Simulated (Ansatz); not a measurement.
## TlS4Br (built on the TlClO4 structure): following an unstable mode

Which phase does TlS4Br (built on the TlClO4 structure) fall into along its unstable mode, and how much energy does it gain?

Main program and level: Ansatz 0.2.0; DFT PBEsol, scalar-relativistic, plane waves, PAW.

The structure was built from a prototype and need not be the compound's stable phase.

**1. The starting structure**

The structure is cubic, space group F-43m (No. 216). The conventional cell has a = 9.357 Å, b = 9.357 Å, c = 9.357 Å, α = 90.00°, β = 90.00°, γ = 90.00°. Nearest to Tl lie 12 S at 3.82 Å. Nearest to Br lie 4 S at 2.52 Å. Nearest to S lie 3 S at 2.51 Å and 1 Br at 2.52 Å. Farther neighbours, and contacts between anions beyond the nearest, are not listed.

**2. Response at finite wavevector**

Stability and thermal properties need the whole zone. Linear response on a 2×2×2 q mesh gives force constants as far as a supercell of that size would.

File input.yaml:

```yaml
crystal:
  lattice:
    - [0.0, 4.6786404278, 4.6786404278]
    - [4.6786404278, 0.0, 4.6786404278]
    - [4.6786404278, 4.6786404278, 0.0]
  atoms:
    - { symbol: Tl, position: [0.5, 0.5, 0.5] }
    - { symbol: Br, position: [0.0, 0.0, 0.0] }
    - { symbol: S, position: [0.1552696917, 0.1552696917, 0.1552696917] }
    - { symbol: S, position: [0.5341909248, 0.1552696917, 0.1552696917] }
    - { symbol: S, position: [0.1552696917, 0.1552696917, 0.5341909248] }
    - { symbol: S, position: [0.1552696917, 0.5341909248, 0.1552696917] }
kpoints:
  mp_grid: { grid: [8, 8, 8] }
hamiltonian:
  xc: pbesol
scf:
  occupations: { method: methfessel_paxton, width: 0.2 }
output:
  eigenvalues: true
phonons:
  method: dfpt
  qmesh: [2, 2, 2]
  temperatures: { t_max: 1000, t_step: 50 }
  qpath:
    path:
      - [[0.0, 0.0, 0.0], [-0.5, -0.5, 0.0], [-0.375, -0.375, 0.25]]
      - [[-0.375, 0.0, 0.375], [0.0, 0.0, 0.0], [0.0, 0.0, 0.5], [-0.5, -0.25, 0.25], [-0.5, -0.5, 0.0]]
    npoints: 10
```

Started as:

```console
$ ansatz run input.yaml --threads 8 --pin off --max-ram 14336MiB --backend cpu --events-out ev --progress --plain --runs-dir out
```

Output:

```text
Warning: phonons: the dynamical matrix that this run interpolates holds no multipole term above the dipole-dipole one, and a site of this crystal is no centre of inversion, so its interpolated transverse optical and acoustic branches and sound speeds can stay off near Gamma, and the density of states and the thermodynamics with them. What a run solves at a wave vector of phonons.qpoints, Gamma apart, where the deck admits one, is free of this, and under fd what a larger phonons.supercell samples
Engine: ansatz 0.2.0, x86_64-unknown-linux-gnu
Pseudopotentials: kind: paw
Pseudopotential: Tl, paw, valence charge 13, recommended cutoff 420 eV (normal), Tl.paw.azcp
Pseudopotential: Br, paw, valence charge 7, recommended cutoff 420 eV (normal), Br.paw.azcp
Pseudopotential: S, paw, valence charge 6, recommended cutoff 420 eV (normal), S.paw.azcp
Functional definition: PBEsol
  exchange = pbesol_x
  correlation = pbesol_c
Crystal: 6 atoms, lattice volume = 204.828 Å³
Basis set: ecut = 420 eV, 4015 PW (Γ), exchange–correlation on 90×90×90 points (8 copies of the dense FFT grid, shifted against one another)
Bands: 28, of which v1, the nominal top of the filled ones, is band 22 counted from 1 (21 counted from 0)
Symmetry: 24 space group operations
k-points: 29 of 512 (time reversal used)
Non-local potential: Tl, projectors of the file, l = 0: 2, l = 1: 2, l = 2: 2, l = 3: 1
Non-local potential: Br, projectors of the file, l = 0: 2, l = 1: 2, l = 2: 2
Non-local potential: S, projectors of the file, l = 0: 2, l = 1: 2, l = 2: 2
PAW form: soft (Blöchl's): semilocal exchange-correlation on the pseudo side does not see the compensation charge
PAW frozen core: Tl, regenerated for the run's functional, and the local potential with it (the file was generated under x = pbe(κ = 0.804, μ = 0.219515), c = pbe(β = 0.066725))
PAW frozen core: Br, regenerated for the run's functional, and the local potential with it (the file was generated under x = pbe(κ = 0.804, μ = 0.219515), c = pbe(β = 0.066725))
PAW frozen core: S, regenerated for the run's functional, and the local potential with it (the file was generated under x = pbe(κ = 0.804, μ = 0.219515), c = pbe(β = 0.066725))
PAW one-centre angular grid: Tl, 590 points (default); XC on 64 Gauss nodes
PAW one-centre angular grid: Br, 110 points (default); XC on 64 Gauss nodes
PAW one-centre angular grid: S, 110 points (default); XC on 64 Gauss nodes
Initial density: superposition of atomic densities (neutral atoms: chi_scale 0, normalization atom), corrected by the library's trained network
Initial wavefunctions: pseudopotential atomic-orbital guess
Functional: x = pbesol(κ = 0.804, μ = 0.123457), c = pbesol(β = 0.046)
SCF iter   1: F=—  HF=-17567.354344 eV  |F-HF|=—  |Δ(HF+E_count)|=         —  Δρ=3.03e-3  dr2=2.03e-2  ethr=1.77e-3  ⟨swp⟩=6.8  Hψ=3607  notcnv=0
preconditioner: auto → LDOS  [metal: Δε(μ)=0.013 eV  Ē_g=9.262 eV  σ=0.200 eV  W_gap=0.06  n_scr=26 (ndim 8)  ℏωp=17.2 eV  f_vac=0.184  D(μ)=9.75/eV (n_scr^D=88)  β→1.0]
SCF iter   2: F=—  HF=-17567.362818 eV  |F-HF|=—  |Δ(HF+E_count)|=   8.47e-3  S|Δr|=    0.00e0  Δρ=1.47e-3  dr2=1.02e-2  ethr=4.60e-5  ⟨swp⟩=2.0  Hψ=1605  notcnv=0
SCF iter   3: F=—  HF=-17567.362063 eV  |F-HF|=—  |Δ(HF+E_count)|=   7.54e-4  S|Δr|=    0.00e0  Δρ=1.04e-3  dr2=2.92e-3  ethr=2.31e-5  ⟨swp⟩=2.6  Hψ=1562  notcnv=0
SCF iter   4: F=—  HF=-17567.361492 eV  |F-HF|=—  |Δ(HF+E_count)|=   5.72e-4  S|Δr|=    0.00e0  Δρ=2.88e-4  dr2=2.36e-4  ethr=6.64e-6  ⟨swp⟩=2.0  Hψ=1162  notcnv=0
SCF iter   5: F=—  HF=-17567.361457 eV  |F-HF|=—  |Δ(HF+E_count)|=   3.52e-5  S|Δr|=    0.00e0  Δρ=8.38e-5  dr2=2.04e-5  ethr=5.37e-7  ⟨swp⟩=2.7  Hψ=1532  notcnv=0
SCF iter   6: F=—  HF=-17567.361453 eV  |F-HF|=—  |Δ(HF+E_count)|=   3.82e-6  S|Δr|=    0.00e0  Δρ=2.22e-5  dr2=1.43e-6  ethr=4.63e-8  ⟨swp⟩=2.0  Hψ=1326  notcnv=0
SCF iter   7: F=—  HF=-17567.361377 eV  |F-HF|=—  |Δ(HF+E_count)|=   7.62e-5  S|Δr|=    0.00e0  Δρ=6.18e-6  dr2=1.33e-7  ethr=3.25e-9  ⟨swp⟩=2.8  Hψ=1589  notcnv=0
SCF iter   8: F=—  HF=-17567.361377 eV  |F-HF|=—  |Δ(HF+E_count)|=   1.73e-8  S|Δr|=    0.00e0  Δρ=1.07e-6  dr2=3.67e-9  ethr=3.02e-10  ⟨swp⟩=2.3  Hψ=1331  notcnv=0
SCF iter   9: F=—  HF=-17567.361377 eV  |F-HF|=—  |Δ(HF+E_count)|=   2.11e-9  S|Δr|=    0.00e0  Δρ=2.37e-7  dr2=1.41e-10  ethr=8.34e-12  ⟨swp⟩=2.0  Hψ=1349  notcnv=0
SCF iter  10: F=-17567.361377 eV  HF=-17567.361377 eV  |F-HF|=7.28e-12  |Δ(HF+E_count)|=  1.71e-10  S|Δr|=    0.00e0  Δρ=4.63e-8  dr2=5.07e-12  ethr=1.00e-12  ⟨swp⟩=5.6  Hψ=4727  notcnv=0
SCF 1 converged in 10 iterations: F = -17567.361377 eV  dr2 = 5.07e-12
  greatest PAW one-centre occupation: 0.967 electrons in one spin orbital (limit 2), on the Tl atom at site 0 (counted from 0), in its partial waves of l = 2
Initial density: read from a saved state, or passed on in memory by an earlier SCF of this step, an earlier step, the calling program or the single point that the run made first
iter 1 solved again at ethr=1.44e-7 eV; its pass at ethr=3.10e-3 eV (dr2=6.35e-5 eV) is discarded
SCF iter   1: F=—  HF=-17567.361450 eV  |F-HF|=—  |Δ(HF+E_count)|=         —  Δρ=5.93e-7  dr2=6.22e-10  ethr=1.44e-7  ⟨swp⟩=4.0  Hψ=6802  notcnv=0
eigensolver tolerance schedule: the retry pair's looser diagonalisation over-reported the residual by 102001.22 of it (diagonalisation noise at an unbounded share of the residual, at the tolerance the schedule requests for it); recorded, not acted on — ethr = c·dr2/N_el stays at c = 1.0e-1
preconditioner: auto → LDOS  [metal: Δε(μ)=0.014 eV  Ē_g=9.274 eV  σ=0.200 eV  W_gap=0.06  n_scr=26 (ndim 8)  ℏωp=17.2 eV  f_vac=0.182  D(μ)=9.78/eV (n_scr^D=88)  β→1.0]
SCF iter   2: F=—  HF=-17567.361377 eV  |F-HF|=—  |Δ(HF+E_count)|=   7.38e-5  S|Δr|=    0.00e0  Δρ=7.84e-7  dr2=1.47e-9  ethr=1.41e-12  ⟨swp⟩=4.2  Hψ=2760  notcnv=0
SCF iter   3: F=—  HF=-17567.361377 eV  |F-HF|=—  |Δ(HF+E_count)|=  3.35e-10  S|Δr|=    0.00e0  Δρ=3.40e-7  dr2=1.61e-10  ethr=1.41e-12  ⟨swp⟩=2.4  Hψ=1364  notcnv=0
SCF iter   4: F=—  HF=-17567.361377 eV  |F-HF|=—  |Δ(HF+E_count)|=  1.46e-11  S|Δr|=    0.00e0  Δρ=2.47e-7  dr2=1.07e-10  ethr=1.00e-12  ⟨swp⟩=1.0  Hψ=812  notcnv=0
SCF iter   5: F=—  HF=-17567.361377 eV  |F-HF|=—  |Δ(HF+E_count)|=  1.09e-11  S|Δr|=    0.00e0  Δρ=9.40e-8  dr2=1.59e-11  ethr=1.00e-12  ⟨swp⟩=1.0  Hψ=812  notcnv=0
SCF iter   6: F=-17567.361377 eV  HF=-17567.361377 eV  |F-HF|=1.09e-11  |Δ(HF+E_count)|=  3.64e-12  S|Δr|=    0.00e0  Δρ=5.92e-8  dr2=6.31e-12  ethr=1.00e-12  ⟨swp⟩=3.0  Hψ=1948  notcnv=0
SCF 2 converged in 6 iterations: F = -17567.361377 eV  dr2 = 6.31e-12
phonons: the bands overlap, so this run is a metal and interpolates without the dipole-dipole term. If the crystal is really an insulator or semiconductor, its LO-TO splitting is missing
NSCF: frozen V_eff on 29 k-points
WARN: eigensolver did not converge in 11 slots of this pass, the one above among them; of largest residual over every band (k=24): 1 band(s) unlocked (lowest unlocked band 27, counted from 0; max residual 8.24e-5 eV among the unlocked bands, 8.24e-5 eV over every band); of lowest unlocked band (k=6): band 27
NSCF: frozen V_eff on 150 k-points
DFPT response loops at q = (0, 0, 0) (fractional): preconditioner auto → none (partly filled bands, converged f_vac=0.182); β = 0.50; Broyden in place of MSR1
NSCF: frozen V_eff on 520 k-points
DFPT response loops at q = (0, 0, -0.5) (fractional): mixed as the last ones told, above
NSCF: frozen V_eff on 520 k-points
DFPT response loops at q = (0, -0.5, -0.5) (fractional): mixed as the last ones told, above
SCF converged after 10 iterations
Stability not checked: this state was not tested for a lower state beside it, because cold or Methfessel-Paxton smearing, or corrected tetrahedra, fill the levels in a way that the test cannot read (fill_not_monotonic; see scf.lower_state_search)
Free energy (F): -17567.361377 eV
Harris-Foulkes:  -17567.361377 eV  (|F-HF|=7.28e-12)
Internal energy: -17567.342038 eV  (E = F + TS)
E sigma→0 (E₀):  -17567.356542 eV
Entropy (-TS):   -0.019338 eV (-3.223 meV/atom)
Fermi energy:    3.190244 eV
--- Per-component energies (eV) ---
  E_band       = -196.898981
  E_kinetic    = 879.589130
  E_local      = -2480.306516  (includes V_loc(G=0)·N_el)
  E_nonlocal   = 509.096502
  E_hartree    = 891.160307
  E_xc         = -867.427895
  E_vxc        = -585.410726  (∫ρ·V_xc dr)
  E_paw        = -14554.833984  (= ΣΔE_a)
  E_vpaw       = -302.187989  (= ΣTr[D̂ρ^β])
  E_aug_tail   = 0.000040  (compensation charges beyond the density's cutoff)
  E_ewald      = -1944.997955
  E_core_change = 0.378333  (= ΣΔE_core)
  E_smearing   = -0.019338  (= −TS)
  E_closure    = -0.000000  (closes the sum)
  Σ components = -17567.361377   (vs F -17567.361377, Δ=0.00e0)
--- Band table (eV; the first three rows and the last of 29) ---
  k-point 0: bands = [... 18 lower, 1.2104, 1.2104, 3.4012, 3.4012, 3.4012, 4.1034, 4.1034, 4.1034, ... 2 higher]
  k-point 1: bands = [... 18 lower, 1.1330, 1.2123, 3.2676, 3.2676, 3.4028, 4.1527, 4.2490, 4.2490, ... 2 higher]
  k-point 2: bands = [... 18 lower, 0.9113, 1.1326, 3.1094, 3.1094, 3.4066, 4.2907, 4.4429, 4.4429, ... 2 higher]
  k-point 28: bands = [... 18 lower, 0.6708, 1.3393, 2.6616, 2.8997, 3.3676, 3.8503, 4.9422, 5.5500, ... 2 higher]
--- Phonons (Γ-DFPT): 3 representative perturbations + reference (Σ response iterations 9) ---
  ASR residual: 6.323e-5 → 0.000e0 eV/Å²; symmetrization residual: 1.174e-5 eV/Å²
  ASR residual per site (eV/Å²): 9.94e-6 6.32e-5 3.65e-5 3.65e-5 3.65e-5 3.65e-5
  Γ frequencies (cm⁻¹): -306.39 -306.39 -306.39 -233.36 -233.36 -93.41 -93.41 -93.41 -44.66 -44.66 -44.66 0.00 0.00 0.00 117.51 117.51 117.51 320.13
--- Phonons (arbitrary-q DFPT): 3 irreducible q on the 2×2×2 mesh ---
  q = [0.0000, 0.0000, 0.0000] (star 1, of the zone-centre solve; hermiticity 7.89e-6, symmetrization 1.01e-11): -306.39 -306.39 -306.39 -233.36 -233.36 -93.41 -93.41 -93.41 -44.66 -44.66 -44.66 -0.00 -0.00 0.00 117.51 117.51 117.51 320.13
  q = [0.0000, 0.0000, -0.5000] (star 4, 5 solved perturbations in 860 linear systems a pass and spin channel, the states on 260 of 512 k-point pairs; hermiticity 3.36e-6, symmetrization 7.12e-12): -314.24 -300.76 -300.76 -211.88 -211.88 -160.46 -160.46 -96.45 -42.47 -42.47 -36.08 -9.89 -9.89 51.76 119.03 119.03 123.23 306.95
  q = [0.0000, -0.5000, -0.5000] (star 3, 6 solved perturbations in 718 linear systems a pass and spin channel, the states on 260 of 512 k-point pairs; hermiticity 5.66e-6, symmetrization 4.08e-12): -309.84 -309.84 -292.75 -221.84 -177.04 -166.08 -149.89 -149.89 -39.74 -39.74 -35.25 -9.05 -9.05 79.34 104.92 126.74 126.74 303.85
  sum rule: each row above includes the acoustic sum rule's correction from the zone centre's row sums; it moved no ω² by more than (0.56 cm⁻¹)²
  mesh force constants: q→R imaginary residual 2.46e-17; ASR residual 6.323e-5 → 0.000e0 eV/Å²; symmetrization residual 4.441e-15 eV/Å²
  interpolated dispersion: 62 rows × 18 modes
  density of states and harmonic sums: on the 12×12×12 q-mesh, interpolated from the force constants of a 2×2×2 supercell (no non-analytic term)
  largest difference from the sums on the solved wave vectors: F 9.40e-2 eV, S 1.14e-4 and C_V 2.34e-5 eV/K
  zero-point energy: 0.044680 eV/cell   skipped modes (ω ≤ 0): 925, of them read as no rigid motion or as one in doubt: 922 (1.289e1 modes/cell left out, lowest -314.24 cm⁻¹)   left out of the sums: 7.16e-1 of the cell's modes: C_V's classical limit lies that fraction below 3 k_B per atom; for a crystal, a wire or a layer, F and S can be off by more, and a phonons.interpolated_qmesh denser along its periods is the remedy for the sampling
```

The job ended after 1.9 min (8 threads of Intel Xeon Platinum 8488C (Sapphire Rapids), shared host; peak memory 3.5 GiB; 14 min of CPU time).

In the SCF lines HF is the Harris–Foulkes energy and dr2 the Hartree energy of the density residual, in eV; the loop may stop once dr2 is under the threshold and the program's other checks hold. Hψ counts applications of the Hamiltonian.

Read from the output:

| Property | Result |
| --- | --- |
| volume per atom | 34.14 Å³ |
| gap on the k-mesh | 0 eV |
| sum-rule residual before enforcement | 6.32e-5 eV/Å² |
| lowest frequency on the path | -314.2 cm⁻¹ |
| point group | -43m |
| highest frequency on path, mesh or solved points | 320.1 cm⁻¹ |
| highest optical mode at the zone centre (no LO-TO term) | 320.1 cm⁻¹ |
| lowest optical zone-centre mode | -306.4 cm⁻¹ |
| lowest mode on the q mesh (acoustic modes at Γ apart) | -314.2 cm⁻¹ |

Frequencies (cm⁻¹) solved at each irreducible wavevector; negative means imaginary. Frequencies by wavevector, by row:

```csv
q in reciprocal lattice units,star,mode 1,mode 2,mode 3,mode 4,mode 16,mode 17,mode 18
0 0 0,1,-306.4,-306.4,-306.4,-233.4,117.5,117.5,320.1
0 0 -0.5,4,-314.2,-300.8,-300.8,-211.9,119,123.2,306.9
0 -0.5 -0.5,3,-309.8,-309.8,-292.8,-221.8,126.7,126.7,303.9
```

Interpolated from a 2×2×2 q mesh. Phonon branches along the path, in cm⁻¹:

```csv
point,branch 1,branch 2,branch 3,branch 4,branch 15,branch 16,branch 17,branch 18
Γ,-306,-306,-306,-233,118,118,118,320
halfway,-308,-308,-300,-228,113,122,122,312
X,-310,-310,-293,-222,105,127,127,304
halfway,-310,-309,-294,-220,100,126,132,304
U,-310,-306,-297,-215,96,125,138,304
jump to K,-310,-306,-297,-215,96,125,138,304
halfway,-309,-306,-301,-223,111,120,127,312
Γ,-306,-306,-306,-233,118,118,118,320
halfway,-310,-304,-304,-225,119,119,119,314
L,-314,-301,-301,-212,119,119,123,307
halfway,-312,-303,-300,-212,101,123,136,305
W,-309,-306,-298,-213,88,132,136,303
halfway,-310,-308,-295,-218,96,130,132,304
X,-310,-310,-293,-222,105,127,127,304
```

Symmetry leaves 3 wavevectors to solve. The lowest mode among them, the acoustic zeros apart, lies at q = (0, 0, -0.5) and is imaginary, 314.2i cm⁻¹, so the energy falls along it.

**3. The mode frozen in, largest atomic shift 0 Å**

The mode followed lies at q = (0, -0.5, -0.5) with frequency 309.8i cm⁻¹ and is 2-fold degenerate, one of the unstable modes though not the softest. At small amplitude the pattern taken leaves space group no. 31 by a symmetry search on the positions. The undistorted cell that holds it gives the zero of energy on the same k mesh.

System of this step: TlS4Br (built on the TlClO4 structure). Symmetry: F-43m, No. 216, cubic system. The conventional cell has a = 9.357 Å, b = 9.357 Å, c = 9.357 Å, α = 90.00°, β = 90.00°, γ = 90.00°. Tl has 12 S at 3.82 Å nearest. Nearest to Br lie 4 S at 2.52 Å. Nearest to S lie 3 S at 2.51 Å and 1 Br at 2.52 Å. Farther neighbours, and contacts between anions beyond the nearest, are not listed.

File input.yaml:

```yaml
crystal:
  lattice:
    - [0.0, -4.6786404278, -4.6786404278]
    - [0.0, 4.6786404278, -4.6786404278]
    - [9.3572808556, 0.0, 0.0]
  atoms:
    - { symbol: Tl, position: [0.5, 0.5, 0.0] }
    - { symbol: Tl, position: [0.0, 0.0, 0.5] }
    - { symbol: Br, position: [0.5, 0.5, 0.5] }
    - { symbol: Br, position: [1.0, 1.0, 0.0] }
    - { symbol: S, position: [0.1894606165, 0.5, 0.6552696917] }
    - { symbol: S, position: [0.6894606165, 0.0, 0.1552696917] }
    - { symbol: S, position: [0.8105393835, 0.5, 0.6552696917] }
    - { symbol: S, position: [0.3105393835, 0.0, 0.1552696917] }
    - { symbol: S, position: [0.0, 0.6894606165, 0.8447303083] }
    - { symbol: S, position: [0.5, 0.1894606165, 0.3447303083] }
    - { symbol: S, position: [0.0, 0.3105393835, 0.8447303083] }
    - { symbol: S, position: [0.5, 0.8105393835, 0.3447303083] }
kpoints:
  mp_grid: { grid: [6, 6, 4] }
hamiltonian:
  xc: pbesol
scf:
  occupations: { method: methfessel_paxton, width: 0.2 }
output:
  forces: true
  stress: true
  eigenvalues: true
```

Output:

```text
[...]
Crystal: 12 atoms, lattice volume = 409.656 Å³
Basis set: ecut = 420 eV, 7999 PW (Γ), exchange–correlation on 90×90×128 points (8 copies of the dense FFT grid, shifted against one another)
Bands: 56, of which v1, the nominal top of the filled ones, is band 44 counted from 1 (43 counted from 0)
Symmetry: 16 space group operations
[...]
k-point 0: bands = [... 40 lower, 2.6347, 3.2016, 3.2016, 3.4007, 3.4009, 3.4009, 3.9696, 4.1032, ... 8 higher]
  k-point 1: bands = [... 40 lower, 2.7467, 3.1945, 3.1945, 3.2852, 3.2872, 3.2872, 3.9821, 4.0803, ... 8 higher]
  k-point 2: bands = [... 40 lower, 3.0141, 3.0141, 3.2008, 3.2008, 3.2008, 3.2008, 4.0266, 4.0266, ... 8 higher]
  k-point 29: bands = [... 40 lower, 2.6615, 2.6615, 2.8994, 2.8994, 3.3673, 3.3673, 3.8501, 3.8501, ... 8 higher]
[key lines of the parts left out:]
SCF converged after 8 iterations
Free energy (F): -35134.722518 eV
Fermi energy:    3.189134 eV
P = ⅓ Tr σ = -0.0051 GPa (-0.051 kbar)
```

Wall time 4.9 s (8 threads); peak memory 1.5 GiB; 37 s of CPU time.

Read from the output:

```
pressure                         : -0.005111 GPa
energy from the undistorted cell : 0 meV/atom
```

The run ends at a pressure of -0.01 GPa, with forces up to 0.0038 eV/Å.

**4. The mode frozen in, largest atomic shift 0.32 Å**

The atoms are moved along the unstable eigenvector, the largest shift by 0.32 Å, with the cell fixed.

File input.yaml:

```yaml
crystal:
  lattice:
    - [0.0, -4.6786404278, -4.6786404278]
    - [0.0, 4.6786404278, -4.6786404278]
    - [9.3572808556, 0.0, 0.0]
  atoms:
    - { symbol: Tl, position: [0.5001585086, 0.5, 0.0] }
    - { symbol: Tl, position: [-0.0001585086, 0.0, 0.5] }
    - { symbol: Br, position: [0.4893348311, 0.5, 0.5] }
    - { symbol: Br, position: [1.0106651689, 1.0, 0.0] }
    - { symbol: S, position: [0.2149476909, 0.5, 0.6262058723] }
    - { symbol: S, position: [0.6639735422, 0.0, 0.1843335112] }
    - { symbol: S, position: [0.8360264578, 0.5, 0.6843335112] }
    - { symbol: S, position: [0.2850523091, 0.0, 0.1262058723] }
    - { symbol: S, position: [-0.0261999884, 0.6894606165, 0.8447303083] }
    - { symbol: S, position: [0.5261999884, 0.1894606165, 0.3447303083] }
    - { symbol: S, position: [-0.0261999884, 0.3105393835, 0.8447303083] }
    - { symbol: S, position: [0.5261999884, 0.8105393835, 0.3447303083] }
kpoints:
  mp_grid: { grid: [6, 6, 4] }
hamiltonian:
  xc: pbesol
scf:
  occupations: { method: methfessel_paxton, width: 0.2 }
output:
  forces: true
  stress: true
  eigenvalues: true
  write_density: true
  write_potential: true
  elf: true
  volumetric_format: npy
```

Output:

```text
[...]
Crystal: 12 atoms, lattice volume = 409.656 Å³
Basis set: ecut = 420 eV, 7999 PW (Γ), exchange–correlation on 90×90×128 points (8 copies of the dense FFT grid, shifted against one another)
Bands: 56, of which v1, the nominal top of the filled ones, is band 44 counted from 1 (43 counted from 0)
Symmetry: 4 space group operations
[...]
k-point 0: bands = [... 40 lower, 2.2072, 2.9274, 3.0799, 3.1839, 3.4769, 3.5295, 4.7824, 4.8389, ... 8 higher]
  k-point 1: bands = [... 40 lower, 2.3072, 2.8187, 3.0879, 3.1609, 3.4533, 3.4922, 4.8448, 4.8548, ... 8 higher]
  k-point 2: bands = [... 40 lower, 2.5584, 2.5584, 3.1167, 3.1167, 3.4474, 3.4474, 4.9173, 4.9173, ... 8 higher]
  k-point 47: bands = [... 40 lower, 2.7466, 2.7466, 2.7968, 2.7968, 3.2350, 3.2350, 4.5333, 4.5333, ... 8 higher]
[key lines of the parts left out:]
SCF converged after 10 iterations
Free energy (F): -35136.585435 eV
Fermi energy:    3.243387 eV
P = ⅓ Tr σ = 2.0063 GPa (20.063 kbar)
```

Run time: 18 s. Hardware: 8 threads; peak memory 1.7 GiB.

Read from the output:

```
pressure                         : 2.006 GPa
energy from the undistorted cell : -156.3 meV/atom
```

The energy, extrapolated to zero smearing, is -156.29 meV/atom against the undistorted cell.

The run ends at a pressure of 2.01 GPa, with forces up to 1.2 eV/Å.

(Part 1 of 2 ends here.)

[Long decimals in the printed logs are rounded to 6 places.]

[Logs are printed without paths, hosts, clocks, repeated set-up lines and the standing remarks that a program may print on its own settings, such as how far it seeks lower states.]

[Hosts, paths, dates, database ids (printed as entryN), source tags and the programs' standing remarks are cut or masked in the printed files.]

[Where the starting crystal was built by hand or by swapping elements, it need not be the compound's stable phase.]
